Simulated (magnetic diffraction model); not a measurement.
## Solving a magnetic structure from powder neutron data: K2VInF6

Space group Fm-3m (no. 225), a = 9.2830 Å.

| site | atom | x | y | z |
| --- | --- | --- | --- | --- |
| 4b | In | 1/2 | 0 | 0 |
| 4a | V | 0 | 0 | 0 |
| 8c | K | 1/4 | 3/4 | 3/4 |
| 24e | F | 0 | 0 | 0.7580 |

This is a made-up structure (elements placed in a structure type, unrelaxed), so the numbers test the method and describe no known phase.

Only V is taken to order (form factors of V3+); orders and moment sizes are assumed, and not adapted to the symmetry. Radiation: neutrons of λ = 2.41 Å, 1.5° to 90°; isotropic B of 0.15 Å² (In), 0.18 Å² (V), 0.25 Å² (K) and 0.25 Å² (F). The intensities are simulated: I ∝ L Σ (|F_N|² + |F_M⊥|²) for unpolarised neutrons, with F_M = 2.695 fm/μB × Σ f(s) S exp(2πi Q·r) exp(−B s²) at Q = H ± k (one set where k and −k are equivalent), only the part normal to Q counting and L = 1/(sin²θ cos θ). For a modulated order the moment at position r is S exp(−2πi k·r) + c.c., with S = m/2 for a sine wave of amplitude m and S = m(u + iv)/2 for moments turning in a plane, u and v being orthogonal unit vectors in it; the phase factor of the sum at Q = H + k is then exp(2πi H·r). Form factors are spin-only for 3d ions and dipole or tabulated for f ions, scattering lengths are Sears's of 1992, and absorption is left out. A label names one of the reflections at its angle. The strongest nuclear line in the range is 100, and lines under 0.2 are left out.

Above the ordering temperature:

```tsv
2θ (°)	index	I
25.99	(1 1 1)	2.0
30.09	(2 0 0)	8.9
51.00	(3 1 1)	5.8
53.44	(2 2 2)	100.0
62.56	(4 0 0)	83.6
68.92	(3 3 1)	7.7
70.97	(4 2 0)	7.8
84.83	(3 3 3)	3.5
```

Below it (cell unchanged):

```csv
2θ (°),I
4.96,11.4
23.42,1.1
24.99,0.4
25.99,2.0
29.23,0.8
30.09,8.9
30.52,0.5
39.50,0.3
46.13,0.3
47.02,0.2
49.61,0.3
51.00,5.8
52.91,0.2
53.44,100.0
62.56,83.6
68.92,7.7
70.97,7.8
84.83,3.5
```

**Question.** Check that the new lines index with k = (1/3 0 0), then choose among these models:
A. a sine wave with moments along [010] (amplitudes given), 1.9 μB on V
B. a sine wave with moments along [100] (amplitudes given), 1.9 μB on V
C. a sine wave with moments along [001] (amplitudes given), 1.9 μB on V
D. moments turning in the plane of [100] and [010], 1.9 μB on V

The new lines index as (1/3 0 0) at 4.96°, (2/3 1 1) at 23.42°, (5/3 0 0) at 24.99° and (4/3 1 1) at 29.23°, that is as H ± k with k = (1/3 0 0), one of 3 inequivalent arms of its star (k and −k counted as one), which a powder can't tell apart. Satellites come in pairs about each point of the reciprocal lattice.

Magnetic intensity, observed (below minus above) and for each model:

| 2θ (°) | index | observed | A | B | C | D |
| --- | --- | --- | --- | --- | --- | --- |
| 4.96 | (1/3 0 0) | 11.4 | 11.4 | <0.2 | 11.4 | 11.4 |
| 23.42 | (2/3 1 1) | 1.1 | 1.1 | 1.5 | 1.1 | 2.5 |
| 29.23 | (4/3 1 1) | 0.8 | 0.8 | 0.6 | 0.8 | 1.4 |
| 30.52 | (1/3 2 0) | 0.5 | 0.5 | 0.9 | 0.5 | 1.4 |
| 39.50 | (5/3 2 0) | 0.3 | 0.3 | 0.3 | 0.3 | 0.7 |
| 43.39 | (1/3 2 2) | <0.2 | <0.2 | 0.4 | <0.2 | 0.6 |
| 49.61 | (2/3 3 1) | 0.3 | 0.3 | 0.5 | 0.3 | 0.8 |
| 52.91 | (4/3 3 1) | 0.2 | 0.2 | 0.4 | 0.2 | 0.6 |

Models A and C match alike on every line, so these data can't choose among them (such ties are often domains of one structure).

The structure used: k = (1/3 0 0), a sine wave with moments along [001] (amplitudes given), 1.9 μB on V.

[Logs are printed without paths, hosts, clocks, repeated set-up lines and the standing remarks that a program may print on its own settings, such as how far it seeks lower states.]
